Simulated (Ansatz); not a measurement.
## Decaying states in the gap of SrTlBr3

A new crystal, SrTlBr3: structure, gap and complex bands. It is built by putting Sr for Ca, Tl for Rb in the RbCaBr3 structure of space group Pm-3m, with the volume rescaled by atomic radii. The parent structure comes from the Materials Project.

Calculated with Ansatz 0.2.0; r2SCAN DFT, plane waves, PAW files, in the first sound run; inputs show where later runs differ.

The structure was built from a prototype and need not be the compound's stable phase.

## (1) The starting structure

Symmetry: Pm-3m, No. 221, cubic system. The conventional cell has a = 5.455 Å, b = 5.455 Å, c = 5.455 Å, α = 90.00°, β = 90.00°, γ = 90.00°. Tl has 12 Br at 3.86 Å nearest. Sr has 6 Br at 2.73 Å nearest. Nearest to Br lie 2 Sr at 2.73 Å. It derives from RbCaBr3. Sr for Ca, Tl for Rb in the RbCaBr3 structure of space group Pm-3m. Farther neighbours and most contacts between anions are not listed.

## (2) Relaxing the new crystal

The substituted atoms don't fit the parent's cell, so cell and atoms relax together. A small smearing keeps the run stable in case the gap closes on the way.

File input.yaml:

```yaml
crystal:
  lattice:
    - [5.4548854077, 0.0, 0.0]
    - [0.0, 5.4548854077, 0.0]
    - [0.0, 0.0, 5.4548854077]
  atoms:
    - { symbol: Tl, position: [0.5, 0.5, 0.5] }
    - { symbol: Sr, position: [0.0, 0.0, 0.0] }
    - { symbol: Br, position: [0.5, 0.0, 0.0] }
    - { symbol: Br, position: [0.0, 0.5, 0.0] }
    - { symbol: Br, position: [0.0, 0.0, 0.5] }
kpoints:
  mp_grid: { grid: [4, 4, 4] }
scf:
  occupations: { method: gaussian, width: 0.03 }
hamiltonian:
  xc: r2scan
output:
  forces: true
  stress: true
relax:
  f_tol: 0.02
  max_steps: 60
  cell: {}
```

The run is started by

```bash
$ ansatz run input.yaml --threads 2 --pin off --max-ram 4096MiB --backend cpu --events-out ev --progress --plain --runs-dir out
```

Numbers of over 12 decimals in the logs are rounded to 6 here.

The program printed:

```text
Engine: ansatz 0.2.0, aarch64-unknown-linux-gnu
Pseudopotentials: kind: paw
Pseudopotential: Tl, paw, valence charge 13, recommended cutoff 500 eV (meta_gga), Tl.paw.azcp
Pseudopotential: Sr, paw, valence charge 10, recommended cutoff 500 eV (meta_gga), Sr.paw.azcp
Pseudopotential: Br, paw, valence charge 7, recommended cutoff 500 eV (meta_gga), Br.paw.azcp
Functional definition: r2SCAN
  parameter k0 = 0.174
  parameter k1 = 0.065
  parameter a1 = 4.9479
  exchange = r2scan_x(k0 = k0, k1 = k1, a1 = a1)
  correlation = r2scan_c
Crystal: 5 atoms, lattice volume = 162.314 Å³
Basis set: ecut = 500 eV, 4067 PW (Γ), exchange–correlation on 160×160×160 points (64 copies of the dense FFT grid, shifted against one another)
Bands: 27, of which v1, the nominal top of the filled ones, is band 22 counted from 1 (21 counted from 0)
Symmetry: 48 space group operations
Space group: Pm-3m (ITA 221), of the structure as read, at distance tolerance 5.5e-5 Å
k-points: 10 of 64
Non-local potential: Tl, projectors of the file, l = 0: 2, l = 1: 2, l = 2: 2, l = 3: 1
Non-local potential: Sr, projectors of the file, l = 0: 3, l = 1: 2, l = 2: 2
Non-local potential: Br, projectors of the file, l = 0: 2, l = 1: 2, l = 2: 2
PAW form: soft (Blöchl's): semilocal exchange-correlation on the pseudo side does not see the compensation charge
PAW frozen core: Tl, regenerated for the run's functional (the file was generated under x = pbe(κ = 0.804, μ = 0.219515), c = pbe(β = 0.066725))
PAW frozen core: Sr, regenerated for the run's functional (the file was generated under x = pbe(κ = 0.804, μ = 0.219515), c = pbe(β = 0.066725))
PAW frozen core: Br, regenerated for the run's functional (the file was generated under x = pbe(κ = 0.804, μ = 0.219515), c = pbe(β = 0.066725))
PAW one-centre angular grid: Tl, 590 points (default); XC on 160 Gauss nodes
PAW one-centre angular grid: Sr, 302 points (default); XC on 160 Gauss nodes
PAW one-centre angular grid: Br, 302 points (default); XC on 160 Gauss nodes
Initial density: superposition of atomic densities (neutral atoms: chi_scale 0, normalization atom), corrected by the library's trained network
Initial wavefunctions: pseudopotential atomic-orbital guess
Functional: x = r2scan, c = r2scan; τ floored in thin density (d = 2e-4 eV/Å³)
SCF iter   1: F=—  HF=-23399.907350 eV  |F-HF|=—  |Δ(HF+E_count)|=         —  Δρ=4.34e-3  dr2=3.13e-2  dr2_τ=3.24e-2  ethr=1.77e-3  ⟨swp⟩=9.6  Hψ=1658  notcnv=0
preconditioner: auto → Resta (q_TF=auto, 2.195 Å⁻¹)  ε∞=3.1  [insulator: Δε(μ)=3.848 eV  Ē_g=13.004 eV  σ=0.030 eV  W_gap=1.00  n_scr=26 (ndim 8)  ℏωp=18.9 eV  f_vac=0.018  D(μ)=0.00/eV (n_scr^D=0)  ε∞_Penn≈3.1]
SCF iter   2: F=—  HF=-23399.981646 eV  |F-HF|=—  |Δ(HF+E_count)|=   7.43e-2  Δρ=1.85e-3  dr2=6.20e-3  dr2_τ=5.15e-4  ethr=7.11e-5  ⟨swp⟩=3.0  Hψ=626  notcnv=0  defer=9
SCF iter   3: F=—  HF=-23399.981006 eV  |F-HF|=—  |Δ(HF+E_count)|=   6.40e-4  Δρ=4.09e-4  dr2=3.57e-4  dr2_τ=2.71e-5  ethr=1.41e-5  ⟨swp⟩=2.2  Hψ=435  notcnv=0  defer=9
SCF iter   4: F=—  HF=-23399.981050 eV  |F-HF|=—  |Δ(HF+E_count)|=   4.35e-5  Δρ=9.63e-5  dr2=1.75e-5  dr2_τ=8.86e-7  ethr=8.11e-7  ⟨swp⟩=2.4  Hψ=439  notcnv=0  defer=9
SCF iter   5: F=—  HF=-23399.981060 eV  |F-HF|=—  |Δ(HF+E_count)|=   1.01e-5  Δρ=1.64e-5  dr2=3.50e-7  dr2_τ=1.05e-7  ethr=3.97e-8  ⟨swp⟩=2.0  Hψ=441  notcnv=0  defer=9
SCF iter   6: F=-23399.981060 eV  HF=-23399.981060 eV  |F-HF|=9.58e-9  |Δ(HF+E_count)|=   1.82e-7  Δρ=4.11e-6  dr2=3.42e-8  dr2_τ=3.82e-9  ethr=2.27e-10  ⟨swp⟩=5.0  Hψ=1176  notcnv=0
SCF 1 converged in 6 iterations: F = -23399.981060 eV  dr2 = 3.42e-8
  greatest PAW one-centre occupation: 0.989 electrons in one spin orbital (limit 2), on the Sr atom at site 1 (counted from 0), in its partial waves of l = 0
relax step   1: F+E_penalty+E_count = -23399.98105989 eV  Δ(F+E_penalty+E_count) = +0.000e0 eV  max|allowed force component| = 5.580e-29 eV/Å  Δτ_max = 0.0000 Å  P = +8.232 GPa  Ω = 162.314 Å³  (6 SCF iters, dr2 threshold 1.00e-7 eV, accepted)
Crystal: 5 atoms, lattice volume = 187.229 Å³
Basis set: ecut = 500 eV, 4729 PW (Γ), exchange–correlation on 160×160×160 points (64 copies of the dense FFT grid, shifted against one another)
Initial density: handed on by an earlier stage of this run
Initial wavefunctions: those handed on with the density
iter 1 solved again at ethr=2.99e-4 eV; its pass at ethr=3.10e-3 eV (dr2=1.31e-1 eV) is discarded
SCF iter   1: F=—  HF=-23399.921019 eV  |F-HF|=—  |Δ(HF+E_count)|=         —  Δρ=5.21e-3  dr2=1.34e-1  dr2_τ=3.41e-1  ethr=2.99e-4  ⟨swp⟩=1.5  Hψ=1694  notcnv=0
automatic band count: iteration 1 solves 26 bands in place of 27: the levels show a gap, and the empty bands left out lie too high to hold charge; the band table lists the bands solved (type scf.n_extra_bands for more)
preconditioner: auto → Resta (q_TF=auto, 2.143 Å⁻¹)  ε∞=3.1  [insulator: Δε(μ)=3.671 eV  Ē_g=12.130 eV  σ=0.030 eV  W_gap=1.00  n_scr=26 (ndim 8)  ℏωp=17.6 eV  f_vac=0.045  D(μ)=0.00/eV (n_scr^D=0)  ε∞_Penn≈3.1]
SCF iter   2: F=—  HF=-23400.766586 eV  |F-HF|=—  |Δ(HF+E_count)|=   8.46e-1  Δρ=2.81e-3  dr2=4.78e-2  dr2_τ=4.78e-4  ethr=2.99e-4  ⟨swp⟩=3.8  Hψ=568  notcnv=0
SCF iter   3: F=—  HF=-23400.746600 eV  |F-HF|=—  |Δ(HF+E_count)|=   2.00e-2  Δρ=1.43e-3  dr2=3.34e-3  dr2_τ=9.05e-4  ethr=1.09e-4  ⟨swp⟩=3.4  Hψ=628  notcnv=0
SCF iter   4: F=—  HF=-23400.746723 eV  |F-HF|=—  |Δ(HF+E_count)|=   1.22e-4  Δρ=6.04e-4  dr2=5.36e-4  dr2_τ=3.51e-5  ethr=7.59e-6  ⟨swp⟩=2.3  Hψ=430  notcnv=0
SCF iter   5: F=—  HF=-23400.746966 eV  |F-HF|=—  |Δ(HF+E_count)|=   2.43e-4  Δρ=8.66e-5  dr2=1.49e-5  dr2_τ=3.54e-6  ethr=1.22e-6  ⟨swp⟩=2.0  Hψ=405  notcnv=0
SCF iter   6: F=—  HF=-23400.746980 eV  |F-HF|=—  |Δ(HF+E_count)|=   1.43e-5  Δρ=2.58e-5  dr2=1.44e-6  dr2_τ=1.05e-7  ethr=3.39e-8  ⟨swp⟩=2.0  Hψ=410  notcnv=0
SCF iter   7: F=-23400.746981 eV  HF=-23400.746981 eV  |F-HF|=1.38e-8  |Δ(HF+E_count)|=   9.71e-7  Δρ=4.92e-6  dr2=7.49e-8  dr2_τ=2.38e-9  ethr=1.14e-9  ⟨swp⟩=4.9  Hψ=1012  notcnv=0
SCF 2 converged in 7 iterations: F = -23400.746981 eV  dr2 = 7.49e-8
relax step   2: F+E_penalty+E_count = -23400.74698144 eV  Δ(F+E_penalty+E_count) = -7.659e-1 eV  max|allowed force component| = 3.334e-29 eV/Å  Δτ_max = 0.0000 Å  P = +2.352 GPa  Ω = 187.229 Å³  energy of the carried Pulay correction = -2.799e-3 eV  (7 SCF iters, dr2 threshold 5.00e-7 eV, accepted)
Crystal: 5 atoms, lattice volume = 199.453 Å³
Basis set: ecut = 500 eV, 5041 PW (Γ), exchange–correlation on 160×160×160 points (64 copies of the dense FFT grid, shifted against one another)
iter 1 solved again at ethr=5.41e-5 eV; its pass at ethr=3.10e-3 eV (dr2=2.38e-2 eV) is discarded
SCF iter   1: F=—  HF=-23400.678169 eV  |F-HF|=—  |Δ(HF+E_count)|=         —  Δρ=2.07e-3  dr2=2.37e-2  dr2_τ=6.23e-2  ethr=5.41e-5  ⟨swp⟩=2.0  Hψ=1655  notcnv=0
automatic band count: iteration 1 solves 26 bands in place of 27: the levels show a gap, and the empty bands left out lie too high to hold charge; the band table lists the bands solved (type scf.n_extra_bands for more)
preconditioner: auto → Resta (q_TF=auto, 2.121 Å⁻¹)  ε∞=3.0  [insulator: Δε(μ)=3.648 eV  Ē_g=12.131 eV  σ=0.030 eV  W_gap=1.00  n_scr=26 (ndim 8)  ℏωp=17.0 eV  f_vac=0.049  D(μ)=0.00/eV (n_scr^D=0)  ε∞_Penn≈3.0]
SCF iter   2: F=—  HF=-23400.861036 eV  |F-HF|=—  |Δ(HF+E_count)|=   1.83e-1  Δρ=1.09e-3  dr2=8.13e-3  dr2_τ=5.11e-5  ethr=5.40e-5  ⟨swp⟩=3.7  Hψ=567  notcnv=0
SCF iter   3: F=—  HF=-23400.857546 eV  |F-HF|=—  |Δ(HF+E_count)|=   3.49e-3  Δρ=5.26e-4  dr2=4.54e-4  dr2_τ=9.90e-5  ethr=1.85e-5  ⟨swp⟩=3.0  Hψ=600  notcnv=0
SCF iter   4: F=—  HF=-23400.857681 eV  |F-HF|=—  |Δ(HF+E_count)|=   1.35e-4  Δρ=2.08e-4  dr2=7.83e-5  dr2_τ=4.91e-6  ethr=1.03e-6  ⟨swp⟩=2.8  Hψ=496  notcnv=0
SCF iter   5: F=—  HF=-23400.857721 eV  |F-HF|=—  |Δ(HF+E_count)|=   4.05e-5  Δρ=4.06e-5  dr2=3.29e-6  dr2_τ=5.90e-7  ethr=1.78e-7  ⟨swp⟩=2.1  Hψ=415  notcnv=0
SCF iter   6: F=-23400.857723 eV  HF=-23400.857723 eV  |F-HF|=1.69e-7  |Δ(HF+E_count)|=   1.99e-6  Δρ=8.54e-6  dr2=1.89e-7  dr2_τ=1.85e-8  ethr=1.14e-9  ⟨swp⟩=5.1  Hψ=1057  notcnv=0
SCF 3 converged in 6 iterations: F = -23400.857723 eV  dr2 = 1.89e-7
  greatest PAW one-centre occupation: 0.988 electrons in one spin orbital (limit 2), on the Sr atom at site 1 (counted from 0), in its partial waves of l = 0
relax step   3: F+E_penalty+E_count = -23400.85772329 eV  Δ(F+E_penalty+E_count) = -1.107e-1 eV  max|allowed force component| = 5.522e-30 eV/Å  Δτ_max = 0.0000 Å  P = +0.678 GPa  Ω = 199.453 Å³  energy of the carried Pulay correction = -4.032e-3 eV  (6 SCF iters, dr2 threshold 5.00e-7 eV, accepted)
[...]
relax step   4: F+E_penalty+E_count = -23400.87012304 eV  Δ(F+E_penalty+E_count) = -1.240e-2 eV  max|allowed force component| = 4.227e-30 eV/Å  Δτ_max = 0.0000 Å  P = +0.101 GPa  Ω = 204.867 Å³  energy of the carried Pulay correction = -4.552e-3 eV  (6 SCF iters, dr2 threshold 5.00e-7 eV, accepted)
[...]
relax step   5: F+E_penalty+E_count = -23400.87035309 eV  Δ(F+E_penalty+E_count) = -2.301e-4 eV  max|allowed force component| = 7.381e-29 eV/Å  Δτ_max = 0.0000 Å  P = +0.002 GPa  Ω = 205.883 Å³  energy of the carried Pulay correction = -4.648e-3 eV  (6 SCF iters, dr2 threshold 2.55e-8 eV, accepted)
Basis set: ecut = 500 eV, 5185 PW (Γ), exchange–correlation on 180×180×180 points (64 copies of the dense FFT grid, shifted against one another)
Initial wavefunctions: pseudopotential atomic-orbital guess (no wavefunctions were taken with the density)
iter 1 solved again at ethr=1.34e-7 eV; its pass at ethr=3.10e-3 eV (dr2=5.91e-5 eV) is discarded
SCF iter   1: F=—  HF=-23400.875588 eV  |F-HF|=—  |Δ(HF+E_count)|=         —  Δρ=2.03e-4  dr2=1.00e-5  dr2_τ=7.40e-5  ethr=1.34e-7  ⟨swp⟩=4.5  Hψ=2618  notcnv=0
preconditioner: auto → Resta (q_TF=auto, 2.110 Å⁻¹)  ε∞=2.8  [insulator: Δε(μ)=3.616 eV  Ē_g=12.571 eV  σ=0.030 eV  W_gap=1.00  n_scr=26 (ndim 8)  ℏωp=16.8 eV  f_vac=0.054  D(μ)=0.00/eV (n_scr^D=0)  ε∞_Penn≈2.8]
SCF iter   2: F=—  HF=-23400.875661 eV  |F-HF|=—  |Δ(HF+E_count)|=   7.27e-5  Δρ=1.07e-4  dr2=2.64e-6  dr2_τ=5.47e-6  ethr=2.27e-8  ⟨swp⟩=2.1  Hψ=487  notcnv=0
SCF iter   3: F=—  HF=-23400.875633 eV  |F-HF|=—  |Δ(HF+E_count)|=   2.82e-5  Δρ=6.83e-6  dr2=2.87e-8  dr2_τ=1.74e-8  ethr=5.99e-9  ⟨swp⟩=2.0  Hψ=490  notcnv=0
SCF iter   4: F=—  HF=-23400.875633 eV  |F-HF|=—  |Δ(HF+E_count)|=   5.28e-8  Δρ=5.93e-7  dr2=3.95e-10  dr2_τ=3.85e-10  ethr=6.52e-11  ⟨swp⟩=2.0  Hψ=490  notcnv=0
SCF iter   5: F=—  HF=-23400.875633 eV  |F-HF|=—  |Δ(HF+E_count)|=  7.79e-10  Δρ=1.92e-7  dr2=5.10e-11  dr2_τ=1.99e-11  ethr=1.00e-12  ⟨swp⟩=6.0  Hψ=1234  notcnv=0
SCF iter   6: F=-23400.875633 eV  HF=-23400.875633 eV  |F-HF|=3.64e-12  |Δ(HF+E_count)|=  8.37e-11  Δρ=2.58e-8  dr2=3.17e-12  dr2_τ=2.77e-13  ethr=1.00e-12  ⟨swp⟩=4.9  Hψ=1003  notcnv=0
SCF 6 converged in 6 iterations: F = -23400.875633 eV  dr2 = 3.17e-12
relax step   6: F+E_penalty+E_count = -23400.87563271 eV  Δ(F+E_penalty+E_count) = -5.280e-3 eV  max|allowed force component| = 6.837e-29 eV/Å  Δτ_max = 0.0000 Å  P = +0.003 GPa  Ω = 205.883 Å³  stress off target by 3.12e-3 GPa  SCF on the basis re-selected at this cell (its energy is not comparable with the rows above)  (6 SCF iters)
basis re-selected at this cell: Δ(F+E_penalty+E_count) = -5.280e-3 eV, ΔP = +0.001 GPa vs the last step (what re-selecting the basis moved, of the pressure what is left beyond the Pulay correction that the steps carried, after the strain that the cell walked since its last selection, with what the two solves' SCF thresholds leave and, on support functions, any second-order correction that the steps lacked; it is no measure of the basis error at this ecutwfc). The dense FFT grid was sized anew with the basis: this SCF ran on 45×45×45 points, the steps before it on 40×40×40, so part of this shift can come from that change (see relax.cell in the input reference). [rest of the remark cut]
SCF converged after 6 iterations
Free energy (F): -23400.875633 eV
Harris-Foulkes:  -23400.875633 eV  (|F-HF|=3.64e-12)
Internal energy: -23400.875633 eV  (E = F + TS)
E sigma→0 (E₀):  -23400.875633 eV
Fermi energy:    3.055250 eV
--- Per-component energies (eV) ---
  E_band       = -313.403862
  E_kinetic    = 979.933997
  E_local      = -2807.441485  (includes V_loc(G=0)·N_el)
  E_nonlocal   = 729.657591
  E_hartree    = 886.966275
  E_xc         = -1135.915057
  E_vxc        = -680.362576  (∫ρ·V_xc dr)
  E_paw        = -19715.332319  (= ΣΔE_a)
  E_vpaw       = -348.911010  (= ΣTr[D̂ρ^β])
  E_aug_tail   = 0.000017  (compensation charges beyond the density's cutoff)
  E_vtau       = 39.787032  (kinetic-family band-sum trace: ∫τ·v_τ [+ j·A + Jᵃ·Aᵃ] dr)
  E_ewald      = -2339.163794
  E_core_change = 0.419143  (= ΣΔE_core)
  E_smearing   = -0.000000  (= −TS)
  E_closure    = 0.000000  (closes the sum)
  Σ components = -23400.875633   (vs F -23400.875633, Δ=0.00e0)
--- Forces (eV/Å), atoms counted from 1 ---
  atom   1  Tl    -0.00000000    -0.00000000     0.00000000
  atom   2  Sr    -0.00000000     0.00000000    -0.00000000
  atom   3  Br     0.00000000     0.00000000     0.00000000
  atom   4  Br     0.00000000    -0.00000000     0.00000000
  atom   5  Br     0.00000000     0.00000000     0.00000000
  max |Σ_I F_I| component: 7.89e-29 eV/Å
--- Stress (GPa, compression-positive) ---
        0.003117       0.000000      -0.000000
        0.000000       0.003117      -0.000000
       -0.000000      -0.000000       0.003117
  P = ⅓ Tr σ = 0.0031 GPa (0.031 kbar)
--- Relaxed structure (5 steps of the walk, 5 accepted, 1 SCFs on fresh bases) ---
  F+E_penalty+E_count = -23400.87563271 eV   max|allowed force component| = 6.837e-29 eV/Å   (the final SCF, on the basis selected at the relaxed cell)
  cell:  # Å, volume = 205.8830 Å³
    - [5.904822, 0, 0]
    - [0, 5.904822, 0.0]
    - [0, 0.0, 5.904822]
  atoms:
    - { symbol: Tl, position: [0.500000, 0.500000, 0.500000] }
    - { symbol: Sr, position: [0, 0, 0] }
    - { symbol: Br, position: [0.500000, 0, 0] }
    - { symbol: Br, position: [0, 0.500000, 0] }
    - { symbol: Br, position: [0, 0, 0.500000] }
```

Elapsed: 19 s, on 2 threads of Arm Neoverse V2, shared host; peak memory 0.83 GiB; 37 s of CPU time.

The steps of the relaxation:

| step | energy less that of the first step (eV) | largest force component (eV/Å) | pressure (GPa) | volume (Å³) |
| --- | --- | --- | --- | --- |
| 1 | 0.0000 | 0.0000 | 8.23 | 162.31 |
| 2 | -0.7659 | 0.0000 | 2.35 | 187.23 |
| 3 | -0.8767 | 0.0000 | 0.68 | 199.45 |
| 4 | -0.8891 | 0.0000 | 0.10 | 204.87 |
| 5 | -0.8893 | 0.0000 | 0.00 | 205.88 |
| 6* | -0.8946 | 0.0000 | 0.00 | 205.88 |

Relaxation steps marked * repeat the geometry before them on a plane-wave basis chosen anew for their cell, so energy and pressure can jump there.

Forces are held to the 48 operations that the run works with; a distortion that breaks them can't arise in this run.

| conventional cell, symmetrised | before | after | change |
| --- | --- | --- | --- |
| a (Å) | 5.455 | 5.905 | +8.2 % |
| b (Å) | 5.455 | 5.905 | +8.2 % |
| c (Å) | 5.455 | 5.905 | +8.2 % |
| volume (Å³/atom) | 32.46 | 41.18 | +26.8 % |

The relaxed structure:

```xyz
5
Lattice="5.9048 0.0000 0.0000 0.0000 5.9048 0.0000 0.0000 0.0000 5.9048" Properties=species:S:1:pos:R:3 pbc="T T T"
Tl    2.9524    2.9524    2.9524
Sr    0.0000    0.0000    0.0000
Br    2.9524    0.0000    0.0000
Br    0.0000    2.9524    0.0000
Br    0.0000    0.0000    2.9524
```

Numbers from this step:

```
free energy  : -23400.8756 eV
Fermi energy : 3.055 eV
pressure     : 0.003117 GPa
```

The largest force component on a free atom ends at 6.8e-29 eV/Å.

## (3) Band edges

The energy window and the wavevectors of the next steps follow from the band edges, so these are searched first, off the mesh as well.

File input.yaml:

```yaml
crystal:
  lattice:
    - [5.9048224984, 0.0, 0.0]
    - [0.0, 5.9048224984, 0.0]
    - [0.0, 0.0, 5.9048224984]
  atoms:
    - { symbol: Tl, position: [0.5, 0.5, 0.5] }
    - { symbol: Sr, position: [0.0, 0.0, 0.0] }
    - { symbol: Br, position: [0.5, 0.0, 0.0] }
    - { symbol: Br, position: [0.0, 0.5, 0.0] }
    - { symbol: Br, position: [0.0, 0.0, 0.5] }
kpoints:
  mp_grid: { grid: [4, 4, 4] }
  band_path: { path: [VBM, CBM], npoints: 30 }
scf:
  occupations: { method: fixed }
hamiltonian:
  xc: r2scan
output:
  eigenvalues: true
  write_potential: true
  write_density: true
  volumetric_format: npy
```

The program printed:

```text
[...]
Crystal: 5 atoms, lattice volume = 205.883 Å³
Basis set: ecut = 500 eV, 5185 PW (Γ), exchange–correlation on 180×180×180 points (64 copies of the dense FFT grid, shifted against one another)
Bands: 27, of which v1, the nominal top of the filled ones, is band 22 counted from 1 (21 counted from 0)
Symmetry: 48 space group operations
[...]
k-points: 10 of 64
[...]
SCF iter   1: F=—  HF=-23400.834358 eV  |F-HF|=—  |Δ(HF+E_count)|=         —  Δρ=3.56e-3  dr2=3.10e-2  dr2_τ=1.59e-2  ethr=1.77e-3  ⟨swp⟩=4.9  Hψ=1281  notcnv=0  defer=22
[...]
SCF iter   6: F=-23400.875633 eV  HF=-23400.875633 eV  |F-HF|=2.32e-8  |Δ(HF+E_count)|=   6.00e-7  Δρ=3.36e-6  dr2=2.05e-8  dr2_τ=1.86e-9  ethr=2.27e-10  ⟨swp⟩=12.9  Hψ=1490  notcnv=0
SCF 1 converged in 6 iterations: F = -23400.875633 eV  dr2 = 2.05e-8
[...]
NSCF: frozen V_eff on 20 k-points
[...]
SCF converged after 6 iterations
Free energy (F): -23400.875633 eV
[...]
Internal energy: -23400.875633 eV  (E = F + TS)
E sigma→0 (E₀):  -23400.875633 eV
Fermi energy:    1.247082 eV
[...]
--- Band table (eV; the first three rows and the last of 10) ---
  k-point 0: bands = [... 18 lower, 0.7646, 0.9572, 0.9572, 0.9572, 6.2714, 6.2714, 6.2714, 7.1541, ... 1 higher]
  k-point 1: bands = [... 18 lower, 0.6960, 0.7182, 0.9218, 0.9218, 5.4129, 6.0418, 6.0418, 7.2107, ... 1 higher]
  k-point 2: bands = [... 18 lower, 0.6571, 0.6733, 0.9225, 0.9225, 4.8633, 5.8662, 5.8662, 7.2717, ... 1 higher]
  k-point 9: bands = [... 18 lower, -0.1172, 1.2471, 1.2471, 1.2471, 6.1289, 6.1289, 6.1289, 8.8963, ... 1 higher]
```

It took 16 s on 2 threads; peak memory 0.73 GiB.

Reading the cycles: dr2 is the Hartree energy of the density residual (eV), the measure of convergence; HF is the Harris–Foulkes estimate of the energy, which meets the free energy F at convergence.

This step gave:

```yaml
fermi_energy: 1.247 eV
gap_on_the_k_mesh: 3.616 eV
gap_on_path: 3.616 eV, by band count; negative where bands overlap
direct_gap_on_path: 3.941 eV
edge_places_on_path: 0, 0.7524 1/A along the path
```

The electronic bands at the labelled points (eV, zero at the Fermi level (highest filled level under fixed occupations); v1 is the highest filled band, c1 the lowest empty one):

| point | v4 | v3 | v2 | v1 | c1 | c2 | c3 | c4 |
| --- | --- | --- | --- | --- | --- | --- | --- | --- |
| VBM | -1.36 | 0.00 | 0.00 | 0.00 | 4.88 | 4.88 | 4.88 | 7.65 |
| halfway | -1.05 | -0.29 | -0.28 | -0.17 | 4.22 | 4.25 | 4.77 | 6.93 |
| CBM | -0.59 | -0.57 | -0.32 | -0.32 | 3.62 | 4.62 | 4.62 | 6.02 |

The searched edges give 3.62 eV, as on the mesh.

(Continued in part 2 of 3.)

[Logs are printed without paths, hosts, clocks, repeated set-up lines and the standing remarks that a program may print on its own settings, such as how far it seeks lower states.]

[Hosts, paths, dates, database ids (printed as entryN), source tags and the programs' standing remarks are cut or masked in the printed files.]
